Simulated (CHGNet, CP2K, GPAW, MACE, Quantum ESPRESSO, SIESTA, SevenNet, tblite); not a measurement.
# Random packing of Si51C37H13 (at. %) (71 atoms), the built cell with every atom moved at random

The starting structure: 71 atoms (36 Si, 26 C, 9 H) packed at random in a cube at 2.26 g/cm³ and pushed apart as soft spheres; a start for melting by ab initio MD, not an equilibrated structure. Then every atom was moved at random, 0.03 Å r.m.s. a Cartesian component (hydrogen 0.6 of that).

Calculated values (Quantum ESPRESSO 7.5, Kohn-Sham DFT, PBE, SSSP efficiency 1.3.0 pseudopotentials, plane waves; sssp-1.3.0-efficiency; 45/360 Ry; levels smeared at 580 K; Γ point; density 2.26 g/cm³) for the built cell with every atom moved at random.

Extended XYZ; positions in Å, forces in eV/Å:

```xyz
71
Lattice="9.930 0.000 0.000 0.000 9.930 0.000 0.000 0.000 9.930" Properties=species:S:1:pos:R:3:forces:R:3 pbc="T T T"
Si 2.939 3.570 8.212 -0.688 -2.156 2.134
Si 0.479 2.590 4.056 1.130 -2.604 2.555
Si 4.068 1.525 7.915 1.296 -0.595 -0.642
Si 3.503 4.325 4.860 0.817 1.171 0.803
Si 7.674 5.602 8.212 -0.829 -0.074 -0.192
Si 8.063 5.528 2.954 -2.094 3.944 0.614
Si 7.412 1.663 7.278 1.321 0.695 2.980
Si 4.953 9.671 0.745 -0.193 0.607 -1.892
Si 5.615 6.960 9.523 0.858 -1.584 0.141
Si 2.817 1.026 5.254 -1.609 -0.216 -0.488
Si 6.732 5.082 0.902 -1.578 0.068 -0.769
Si 1.796 3.403 6.253 -1.702 0.834 -1.569
Si 8.857 3.595 2.892 -0.210 0.192 -0.312
Si 0.295 3.620 9.123 -0.429 -1.233 0.926
Si 4.340 2.806 0.328 -2.021 1.485 0.511
Si 0.342 5.990 0.003 -0.390 0.407 1.019
Si 8.613 6.241 5.294 1.135 -0.061 0.401
Si 3.626 5.450 7.322 1.965 1.597 -3.925
Si 0.821 6.784 7.357 -0.359 -0.867 -1.770
Si 7.293 8.645 0.574 1.628 0.557 -5.480
Si 3.683 7.540 8.580 -1.632 1.750 -1.041
Si 6.519 8.367 3.906 -0.034 -1.677 6.073
Si 8.996 2.145 0.890 2.593 0.644 -3.380
Si 5.735 7.932 1.939 -3.476 -3.763 0.944
Si 8.608 1.451 2.865 0.425 -2.005 4.017
Si 7.749 9.421 2.477 2.563 0.311 0.981
Si 9.726 8.156 3.568 -0.083 0.273 -0.464
Si 4.597 9.632 4.545 -1.148 -1.522 0.547
Si 6.314 1.673 9.881 1.240 -0.534 -0.032
Si 1.091 1.598 7.564 -1.515 -2.074 0.069
Si 5.739 1.849 5.887 -3.236 1.702 1.108
Si 2.513 5.658 9.289 0.635 0.083 2.345
Si 2.226 3.599 2.968 0.313 0.182 -1.659
Si 6.602 0.809 4.195 1.298 0.621 -2.469
Si 3.686 0.442 2.412 -2.018 2.035 2.160
Si 7.005 8.720 8.076 -1.382 -0.581 -2.927
C 9.886 5.233 3.574 -1.102 -0.612 -0.100
C 0.514 9.794 6.736 0.146 1.074 0.279
C 5.257 4.134 6.212 -0.982 -0.711 0.409
C 1.654 0.599 3.305 1.689 0.990 0.412
C 7.150 8.421 5.915 0.194 -0.794 -0.050
C 2.186 2.788 0.109 0.810 0.828 -0.323
C 6.108 3.151 7.974 -0.789 -0.428 -1.383
C 7.087 4.229 4.177 -0.130 -1.052 -0.241
C 0.525 7.201 1.431 -0.643 -0.271 0.620
C 8.096 0.593 0.405 -1.439 -0.643 -1.196
C 9.879 5.039 6.193 1.230 1.952 -0.057
C 8.583 3.002 8.186 0.050 -0.002 -1.858
C 7.649 3.369 6.369 0.684 -0.171 0.687
C 5.690 1.612 2.327 -0.897 -0.775 0.214
C 3.957 7.807 3.797 -0.809 0.426 -1.590
C 5.521 2.897 4.338 1.994 2.198 -0.436
C 5.831 6.970 7.494 0.042 1.057 -0.728
C 4.565 5.189 0.555 1.429 0.408 1.482
C 2.844 8.700 2.208 0.589 -0.802 1.321
C 1.849 5.826 5.218 0.549 -1.078 1.429
C 9.689 2.603 6.293 0.949 0.301 -0.605
C 4.850 6.170 2.335 0.300 -0.097 -2.199
C 4.959 7.152 5.814 1.115 0.046 2.699
C 8.939 0.349 4.642 -0.259 0.270 -0.706
C 5.869 0.346 7.411 1.258 1.035 0.553
C 0.107 0.767 9.135 0.067 0.533 0.161
H 2.204 9.316 9.464 0.368 -0.348 -0.506
H 0.861 4.586 1.767 0.780 -0.361 0.828
H 2.699 8.074 5.647 0.123 -0.233 -0.114
H 4.079 2.766 2.957 -0.368 -0.239 -0.267
H 8.367 7.597 8.942 -0.506 0.053 -0.548
H 2.711 6.536 3.025 0.986 0.806 0.426
H 9.087 7.983 6.589 0.148 -0.494 -0.072
H 1.039 1.291 1.182 -0.447 0.578 -0.374
H 8.301 7.230 2.094 0.284 -1.060 0.520
```

Only the Γ point is sampled, in a cell whose shortest periodic width is 10 Å, which is coarse for a cell with partly filled levels.

The r.m.s. force component is 1.41 eV/Å; the longest force, 6.30 eV/Å, acts on Si22.

[Logs are printed without paths, hosts, clocks, repeated set-up lines and the standing remarks that a program may print on its own settings, such as how far it seeks lower states.]

[Hosts, paths, dates, database ids (printed as entryN), source tags and the programs' standing remarks are cut or masked in the printed files.]
